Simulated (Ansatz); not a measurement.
# linear Pb chain: period, moment and channels by functional, part 3 of 4

Aim: how far do the period, the moment and the conductance of the linear Pb chain depend on the functional, the datasets and spin-orbit coupling, and at what cost?

Ansatz 0.2.0; DFT PBE, plane waves, PAW; relaxation of a chain's period (the session's first sound run).

So far, conductance of the lead as this run defines it (G₀): step 3 (bands of the perfect wire, level PBE, k-mesh 1×1×28) 3.00; step 5 (LDA, another cell, k-mesh 1×1×29) 3.00.

**7. The perfect wire, level PBEsol, k-mesh 1×1×29**

This step: DFT PBEsol, plane waves, PAW; channels and complex bands of a perfect chain (Ansatz 0.2.0).

The channels are counted again under PBEsol, at the period that it gave.

Contents of input.yaml:

```yaml
crystal:
  lattice:
    - [7.5, 0.0, 0.0]
    - [0.0, 7.5, 0.0]
    - [0.0, 0.0, 2.8348558562]
  atoms:
    - { symbol: Pb, position: [0.5, 0.5, 0.0] }
kpoints:
  mp_grid: { grid: [1, 1, 29] }
  band_path: { path: ["Γ", Z], npoints: 60 }
scf:
  occupations: { method: fermi_dirac, width: 0.05 }
hamiltonian:
  xc: pbesol
output:
  transmission:
    e_range: [-2, 2]
    de: 0.035
    kmesh: [1, 1]
    reduced_basis: true
    leads: [[0, 0]]
  dos: { projected: true, e_range: [-6, 4] }
```

Run with:

```console
> ansatz run input.yaml --threads 4 --pin off --max-ram 8192MiB --backend cpu --events-out ev --progress --plain --runs-dir out
```

Numbers of over 12 decimals in the logs are rounded to 6 here.

Output:

```text
[...]
Crystal: 1 atoms, lattice volume = 159.461 Å³
Basis set: ecut = 420 eV, 3145 PW (Γ)
Bands: 11, of which v1, the nominal top of the filled ones, is band 7 counted from 1 (6 counted from 0)
Symmetry: 16 space group operations
[...]
k-points: 15 of 29
[...]
k-point 14: bands = [... 3 lower, -18.0602, -17.5534, -6.6935, -3.7107, 1.7112, 1.7112, 5.4797, 5.4797]
--- Transmission ---
  basis      : 497 plane waves across, 4 finite elements along
  points     : 1, standing for a mesh of 1 x 1
[...]
crystal 0  : Pb1, at the sites [0, 0], period 2.8349 Å: whole cells are its period
[...]
filled         : 46.7 meV under the level at which it is neutral
    channels       : 3.000000e0 a spin
[...]
[key lines of the parts left out:]
SCF converged after 6 iterations
Free energy (F): -11753.407495 eV
Fermi energy:    -1.352462 eV
```

Run time: 8.2 s. Hardware: 4 threads of Intel Xeon 6975P-C (Granite Rapids), shared host; peak memory 0.5 GiB; 28 s of CPU time.

At the computed energy nearest the Fermi level there are 3 channels a spin, and the thermal average gives 3.00 G₀.

**8. Relaxing the period**

This step: DFT RPBE, plane waves, PAW; relaxation of a chain's period (Ansatz 0.2.0).

The relaxation is repeated under another functional. RPBE strengthens the exchange enhancement and tends to longer, weaker bonds than PBE.

Contents of input.yaml:

```yaml
crystal:
  lattice:
    - [7.5, 0.0, 0.0]
    - [0.0, 7.5, 0.0]
    - [0.0, 0.0, 2.7156]
  atoms:
    - { symbol: Pb, position: [0.5, 0.5, 0.0], spin: 0.5 }
magnetization:
  spin_polarized: true
kpoints:
  mp_grid: { grid: [1, 1, 30] }
scf:
  occupations: { method: fermi_dirac, width: 0.05 }
hamiltonian:
  xc: rpbe
relax:
  cell: { fix: [a, b, alpha, beta, gamma] }
  max_steps: 60
```

Output:

```text
[...]
Crystal: 1 atoms, lattice volume = 152.752 Å³
Basis set: ecut = 420 eV, 3033 PW (Γ), exchange–correlation on 108×108×40 points (8 copies of the dense FFT grid, shifted against one another)
Bands: 12, of which v1, the nominal top of the filled ones, is band 7 counted from 1 (6 counted from 0)
Symmetry: 16 space group operations
[...]
0.286436       0.000000       0.000000
        0.000000       0.286436       0.000000
        0.000000       0.000000       0.027757
  P = ⅓ Tr σ = 0.2002 GPa (2.002 kbar)
--- Relaxed structure (5 steps of the walk, 5 accepted, 1 SCFs on fresh bases) ---
[...]
cell:  # Å, volume = 166.2721 Å³
    - [7.5, 0, 0]
    - [0, 7.5, 0]
    - [0, 0, 2.955949]
  atoms:
    - { symbol: Pb, position: [0.5, 0.5, 0.0] }
[key lines of the parts left out:]
SCF converged after 6 iterations
Magnetization: 0.0000 μB (7.0000 up, 7.0000 down)
Free energy (F): -11920.532434 eV
Fermi energy:    -1.183898 eV
```

Elapsed: 7.3 s, on 4 threads; peak memory 0.5 GiB; 21 s of CPU time.

The steps of the relaxation:

| step | energy less that of the first step (eV) | largest force component (eV/Å) | pressure (GPa) | volume (Å³) |
| --- | --- | --- | --- | --- |
| 1 | 0.0000 | 0.0000 | 1.53 | 152.75 |
| 2 | -0.1058 | 0.0000 | 0.58 | 160.20 |
| 3 | -0.1224 | 0.0000 | 0.41 | 163.21 |
| 4 | -0.1288 | 0.0000 | 0.13 | 167.09 |
| 5 | -0.1292 | 0.0000 | 0.20 | 166.27 |
| 6* | -0.1295 | 0.0000 | 0.20 | 166.27 |

Relaxation steps marked * repeat the geometry before them on a plane-wave basis chosen anew for their cell, so energy and pressure can jump there.

```
cell as run  before  after  change
      c (Å)   2.716  2.956  +8.9 %
```

Final coordinates:

```cif
data_structure
_symmetry_space_group_name_H-M 'P 1'
_symmetry_Int_Tables_number 1
_cell_length_a 7.5000
_cell_length_b 7.5000
_cell_length_c 2.9559
_cell_angle_alpha 90.000
_cell_angle_beta 90.000
_cell_angle_gamma 90.000
_cell_volume 166.27
loop_
_atom_site_label
_atom_site_type_symbol
_atom_site_fract_x
_atom_site_fract_y
_atom_site_fract_z
_atom_site_occupancy
Pb1 Pb 0.50000 0.50000 0.00000 1
```

The cell's length comes to 2.956 Å, +1.3 % against the first run, with no moment.

The cell grew by 8.9 % in its periodic edges.

**9. Bands of the perfect wire, level RPBE, k-mesh 1×1×28**

This step: DFT RPBE, plane waves, PAW; channels and complex bands of a perfect chain (Ansatz 0.2.0).

The channels are counted again under RPBE, at the period that it gave.

Contents of input.yaml:

```yaml
crystal:
  lattice:
    - [7.5, 0.0, 0.0]
    - [0.0, 7.5, 0.0]
    - [0.0, 0.0, 2.9559489622]
  atoms:
    - { symbol: Pb, position: [0.5, 0.5, 0.0] }
kpoints:
  mp_grid: { grid: [1, 1, 28] }
  band_path: { path: ["Γ", Z], npoints: 60 }
scf:
  occupations: { method: fermi_dirac, width: 0.05 }
hamiltonian:
  xc: rpbe
output:
  transmission:
    e_range: [-2, 2]
    de: 0.035
    kmesh: [1, 1]
    reduced_basis: true
    leads: [[0, 0]]
  dos: { projected: true, e_range: [-6, 4] }
```

Output:

```text
[...]
Crystal: 1 atoms, lattice volume = 166.272 Å³
Basis set: ecut = 420 eV, 3265 PW (Γ)
Bands: 11, of which v1, the nominal top of the filled ones, is band 7 counted from 1 (6 counted from 0)
Symmetry: 16 space group operations
[...]
k-points: 15 of 28
[...]
k-point 14: bands = [... 3 lower, -18.1207, -17.7126, -6.9821, -3.4929, 1.5196, 1.5196, 5.2446, 5.2446]
--- Transmission ---
  basis      : 497 plane waves across, 4 finite elements along
  points     : 1, standing for a mesh of 1 x 1
[...]
crystal 0  : Pb1, at the sites [0, 0], period 2.9559 Å: whole cells are its period
[...]
filled         : 4.6 meV over the level at which it is neutral
    channels       : 3.000000e0 a spin
[...]
[key lines of the parts left out:]
SCF converged after 6 iterations
Free energy (F): -11920.525085 eV
Fermi energy:    -1.177099 eV
```

Wall time 6.6 s (4 threads); peak memory 0.51 GiB; 22 s of CPU time.

Table of open channels of the lead, one spin by energy, zero at the Fermi level:

| energy (eV) | open channels of the lead, one spin |
| --- | --- |
| -2.00 | 1 |
| -1.90 | 1 |
| -1.79 | 1 |
| -1.69 | 1 |
| -1.58 | 1 |
| -1.48 | 1 |
| -1.37 | 1 |
| -1.23 | 1 |
| -1.12 | 1 |
| -1.02 | 1 |
| -0.92 | 1 |
| -0.81 | 1 |
| -0.70 | 1 |
| -0.60 | 3 |
| -0.49 | 3 |
| -0.39 | 3 |
| -0.28 | 3 |
| -0.18 | 3 |
| -0.07 | 3 |
| -0.01 | 3 |
| 0.07 | 3 |
| 0.17 | 3 |
| 0.28 | 3 |
| 0.38 | 3 |
| 0.48 | 3 |
| 0.59 | 3 |
| 0.69 | 3 |
| 0.80 | 3 |
| 0.91 | 3 |
| 1.01 | 3 |
| 1.11 | 3 |
| 1.22 | 3 |
| 1.36 | 3 |
| 1.47 | 3 |
| 1.57 | 3 |
| 1.68 | 3 |
| 1.78 | 3 |
| 1.89 | 3 |
| 1.99 | 3 |

At the computed energy nearest the Fermi level there are 3 channels a spin, and the thermal average gives 3.00 G₀.

**10. Side by side**

Times are for 4 threads of Intel Xeon 6975P-C (Granite Rapids), shared host. The series side by side:

```
no.   level  conductance of the lead as this run defines it (G₀)   time  memory (GiB)
  1     PBE                                                3.000  7.1 s           0.5
  2     LDA                                                3.000  7.6 s          0.57
  3  PBEsol                                                3.000  8.2 s           0.5
  4    RPBE                                                3.000  6.6 s          0.51
```

The runs together. Table of open channels of the lead by energy, zero at the Fermi level:

| energy (eV) | PBE | LDA | PBEsol | RPBE |
| --- | --- | --- | --- | --- |
| -2.0000 | 1 | 1 | 1 | 1 |
| -1.7550 | 1 | 1 | 1 | 1 |
| -1.5100 | 1 | 1 | 1 | 1 |
| -1.2650 | 1 | 1 | 1 | 1 |
| -0.9850 | 1 | 1 | 1 | 1 |
| -0.7400 | 1 | 3 | 1 | 1 |
| -0.4950 | 3 | 3 | 3 | 3 |
| -0.2500 | 3 | 3 | 3 | 3 |
| -0.0050 | 3 | 3 | 3 | 3 |
| 0.2400 | 3 | 3 | 3 | 3 |
| 0.4850 | 3 | 3 | 3 | 3 |
| 0.7650 | 3 | 3 | 3 | 3 |
| 1.0100 | 3 | 3 | 3 | 3 |
| 1.2550 | 3 | 3 | 3 | 3 |
| 1.5000 | 3 | 3 | 3 | 3 |
| 1.7450 | 3 | 3 | 3 | 3 |

**11. Relaxation of atoms and period, cutoff 850 eV**

This step: DFT PBE, plane waves, norm-conserving; relaxation of a chain's period (Ansatz 0.2.0).

The same functional on other atomic datasets tests how far the result hangs on the treatment of the cores. Against the first PBE run of this kind, the cutoff is 850 eV against 420.

Contents of input.yaml:

```yaml
crystal:
  lattice:
    - [7.5, 0.0, 0.0]
    - [0.0, 7.5, 0.0]
    - [0.0, 0.0, 2.7156]
  atoms:
    - { symbol: Pb, position: [0.5, 0.5, 0.0], spin: 0.5 }
magnetization:
  spin_polarized: true
kpoints:
  mp_grid: { grid: [1, 1, 30] }
scf:
  occupations: { method: fermi_dirac, width: 0.05 }
hamiltonian:
  xc: pbe
  pseudopotentials: { kind: nc }
relax:
  cell: { fix: [a, b, alpha, beta, gamma] }
  max_steps: 60
```

Output:

```text
[...]
Crystal: 1 atoms, lattice volume = 152.752 Å³
Basis set: ecut = 850 eV, 8561 PW (Γ), exchange–correlation on 144×144×54 points (8 copies of the dense FFT grid, shifted against one another)
Bands: 12, of which v1, the nominal top of the filled ones, is band 7 counted from 1 (6 counted from 0)
Symmetry: 16 space group operations
[...]
0.277703       0.000000      -0.000000
        0.000000       0.277703      -0.000000
       -0.000000      -0.000000       0.003410
  P = ⅓ Tr σ = 0.1863 GPa (1.863 kbar)
--- Relaxed structure (4 steps of the walk, 4 accepted, 1 SCFs on fresh bases) ---
[...]
cell:  # Å, volume = 164.3216 Å³
    - [7.5, 0, 0]
    - [0, 7.5, 0]
    - [0, 0, 2.921273]
  atoms:
    - { symbol: Pb, position: [0.5, 0.5, 0] }
[key lines of the parts left out:]
SCF converged after 5 iterations
Magnetization: -0.0000 μB (7.0000 up, 7.0000 down)
Free energy (F): -2253.366686 eV
Fermi energy:    -1.209136 eV
```

Wall time 13 s (4 threads); peak memory 0.67 GiB; 45 s of CPU time.

The cell's length comes to 2.921 Å, +0.1 % against the first run, with no moment.

**12. The relaxed wire**

This step: DFT PBE, plane waves, PAW; relaxation of a chain's period (Ansatz 0.2.0).

No moment formed, so a run without spin should agree; this checks it and saves time.

input.yaml, the sections that differ from step 11:

```yaml
crystal:
  lattice:
    - [7.5, 0.0, 0.0]
    - [0.0, 7.5, 0.0]
    - [0.0, 0.0, 2.7156]
  atoms:
    - { symbol: Pb, position: [0.5, 0.5, 0.0] }
hamiltonian:
  xc: pbe
# kpoints, scf, relax: as in step 11
# magnetization: removed
```

Output:

```text
[...]
Crystal: 1 atoms, lattice volume = 152.752 Å³
Basis set: ecut = 420 eV, 3033 PW (Γ), exchange–correlation on 108×108×40 points (8 copies of the dense FFT grid, shifted against one another)
Bands: 11, of which v1, the nominal top of the filled ones, is band 7 counted from 1 (6 counted from 0)
Symmetry: 16 space group operations
[...]
k-points: 16 of 30
[...]
--- Stress (GPa, compression-positive) ---
        0.277286       0.000000      -0.000000
        0.000000       0.277286       0.000000
       -0.000000       0.000000       0.001988
  P = ⅓ Tr σ = 0.1855 GPa (1.855 kbar)
--- Relaxed structure (4 steps of the walk, 4 accepted, 1 SCFs on fresh bases) ---
[...]
cell:  # Å, volume = 164.2027 Å³
    - [7.5, 0, 0]
    - [0, 7.5, 0]
    - [0, 0, 2.919160]
  atoms:
    - { symbol: Pb, position: [0.5, 0.5, 0.0] }
[key lines of the parts left out:]
SCF converged after 6 iterations
Free energy (F): -11905.087495 eV
Fermi energy:    -1.293074 eV
```

Elapsed: 2.3 s, on 4 threads; peak memory 0.46 GiB.

The cell's length comes to 2.919 Å, +0.0 % against the first run, with spin left out.

**13. The series together**

Times are for 4 threads of Intel Xeon 6975P-C (Granite Rapids), shared host. Results by setting:

```
no.          level  cell length along the wire (Å)   time  memory (GiB)
  1            PBE                           2.919  5.9 s          0.49
  2            LDA                           2.791  4.3 s          0.46
  3         PBEsol                           2.835  4.3 s          0.48
  4           RPBE                           2.956  7.3 s           0.5
  5  PBE, NC files                           2.921   13 s          0.67
  6   PBE, no spin                           2.919  2.3 s          0.46
```

**14. With spin-orbit coupling**

This step: DFT PBE, plane waves, fully relativistic PAW; channels of a perfect chain with spin-orbit coupling (Ansatz 0.2.0).

Spin-orbit coupling mixes the spins and splits bands that cross or touch without it, so it can open or close channels. Fully relativistic datasets take the place of the scalar ones. The window is narrow, since spinor matrices are twice as large.

Contents of input.yaml:

```yaml
crystal:
  lattice:
    - [7.5, 0.0, 0.0]
    - [0.0, 7.5, 0.0]
    - [0.0, 0.0, 2.9190662862]
  atoms:
    - { symbol: Pb, position: [0.5, 0.5, 0.0] }
kpoints:
  mp_grid: { grid: [1, 1, 28] }
  band_path: { path: ["Γ", Z], npoints: 60 }
scf:
  occupations: { method: fermi_dirac, width: 0.05 }
hamiltonian:
  xc: pbe
  pseudopotentials: { kind: paw_fr }
output:
  transmission:
    e_range: [-0.42, 0.42]
    de: 0.035
    kmesh: [1, 1]
    reduced_basis: false
    leads: [[0, 0]]
magnetization:
  noncollinear: true
  spin_orbit: true
```

Output:

```text
[...]
non-collinear run that drives no moment, with spin-orbit: no starting moment large enough to seed its density (crystal.atoms[].spin), no starting occupations that ask for one, no magnetisation constraint and no magnetic field, so the semilocal B_xc is pinned to zero
Crystal: 1 atoms, lattice volume = 164.197 Å³
Basis set: ecut = 420 eV, 3225 PW (Γ)
Bands: 22, of which v1, the nominal top of the filled ones, is band 14 counted from 1 (13 counted from 0)
Symmetry: 16 space group operations + 16 with time reversal
[...]
k-points: 15 of 28
Projection manifold: j_resolved (fully-relativistic pseudo-atomic orbitals)
[...]
SCF iter   1: F=—  HF=-11943.996618 eV  |F-HF|=—  |Δ(HF+E_count)|=         —  Δρ=6.22e-3  dr2=1.86e-1  dr2_m=0.00e0 (ungated)  ethr=1.32e-3  |M|=0.00e0 ∫|m|=0.00e0 μB  |m|>n=0.0e0 m-floor=0.0e0 τ_xc=0.0e0  β_m=1.00  ⟨swp⟩=1.3  Hψ=1472  notcnv=0
[...]
spin=Noncollinear: LDOS preconditioning applied to the charge; magnetization (m_x, m_y, m_z) channels mix plain (no charge-response kernel on spin).
SCF iter   2: F=—  HF=-11943.914681 eV  |F-HF|=—  |Δ(HF+E_count)|=   8.19e-2  Δρ=2.81e-3  dr2=2.20e-2  dr2_m=0.00e0 (ungated)  ethr=1.32e-3  |M|=0.00e0 ∫|m|=0.00e0 μB  |m|>n=0.0e0 m-floor=0.0e0 τ_xc=0.0e0  β_m=1.00  ⟨swp⟩=2.6  Hψ=267  notcnv=0
[...]
SCF iter   7: F=-11943.921451 eV  HF=-11943.921451 eV  |F-HF|=2.61e-8  |Δ(HF+E_count)|=   5.34e-7  Δρ=3.50e-6  dr2=2.02e-8  dr2_m=0.00e0 (ungated)  ethr=7.14e-10  |M|=0.00e0 ∫|m|=0.00e0 μB  |m|>n=0.0e0 m-floor=0.0e0 τ_xc=0.0e0  ⟨swp⟩=7.1  Hψ=781  notcnv=0
SCF 1 converged in 7 iterations: F = -11943.921451 eV  dr2 = 2.02e-8
[...]
transmission: 4 of 4 steps passed
SCF converged after 7 iterations
Magnetization: |M| = 0.0000 μB,  M = (+0.0000, +0.0000, +0.0000) μB
Absolute magnetization: 0.0000 μB (∫|m|)
  site 0: m = (+0.0000, +0.0000, +0.0000) μB, |m| = 0.0000 μB  (R = 1.20 Å)
Free energy (F): -11943.921451 eV
[...]
Internal energy: -11943.905482 eV  (E = F + TS)
E sigma→0 (E₀):  -11943.913466 eV
Entropy (-TS):   -0.015969 eV (-15.969 meV/atom)
Fermi energy:    -1.236649 eV
[...]
--- Band table (eV; the first three rows and the last of 15) ---
  k-point 0: bands = [... 10 lower, -10.4432, -10.4432, -2.3719, -2.3719, -1.4146, -1.4146, 1.4149, 1.4149, ... 4 higher]
  k-point 1: bands = [... 10 lower, -10.4219, -10.4219, -2.3460, -2.3460, -1.3870, -1.3870, 1.4367, 1.4367, ... 4 higher]
  k-point 2: bands = [... 10 lower, -10.3575, -10.3575, -2.2688, -2.2688, -1.3047, -1.3047, 1.5021, 1.5021, ... 4 higher]
  k-point 14: bands = [... 10 lower, -6.6091, -6.6091, -3.6452, -3.6452, 1.1121, 1.1121, 2.2121, 2.2121, ... 4 higher]
--- Transmission ---
  basis      : 497 plane waves across, 4 finite elements along
  points     : 1, standing for a mesh of 1 x 1
[...]
crystal 0  : Pb1, at the sites [0, 0], period 2.9191 Å: whole cells are its period
[...]
filled         : 8.6 meV under the level at which it is neutral
    channels       : 6.000000e0 of both spins
[...]
```

It took 2.3 min on 4 threads; peak memory 4.9 GiB; 8.6 min of CPU time.

Numbers from this step:

| Property | Result |
| --- | --- |
| energy at zero smearing | -11943.9135 eV |
| conductance of the lead as this run defines it | 2.999 G₀ |
| channels at the energy nearest the Fermi level, both spins | 6 |

Open channels of the lead, both spins against energy, zero at the Fermi level:

| energy (eV) | open channels of the lead, both spins |
| --- | --- |
| -0.420 | 4 |
| -0.385 | 4 |
| -0.350 | 4 |
| -0.315 | 4 |
| -0.245 | 4 |
| -0.210 | 4 |
| -0.175 | 6 |
| -0.140 | 6 |
| -0.105 | 6 |
| -0.070 | 6 |
| -0.035 | 6 |
| 0.000 | 6 |
| 0.035 | 6 |
| 0.070 | 6 |
| 0.105 | 6 |
| 0.140 | 6 |
| 0.175 | 6 |
| 0.210 | 6 |
| 0.245 | 6 |
| 0.315 | 2 |
| 0.350 | 2 |
| 0.385 | 2 |
| 0.420 | 2 |

(Continued in part 4 of 4.)

[Logs are printed without paths, hosts, clocks, repeated set-up lines and the standing remarks that a program may print on its own settings, such as how far it seeks lower states.]

[Hosts, paths, dates, database ids (printed as entryN), source tags and the programs' standing remarks are cut or masked in the printed files.]
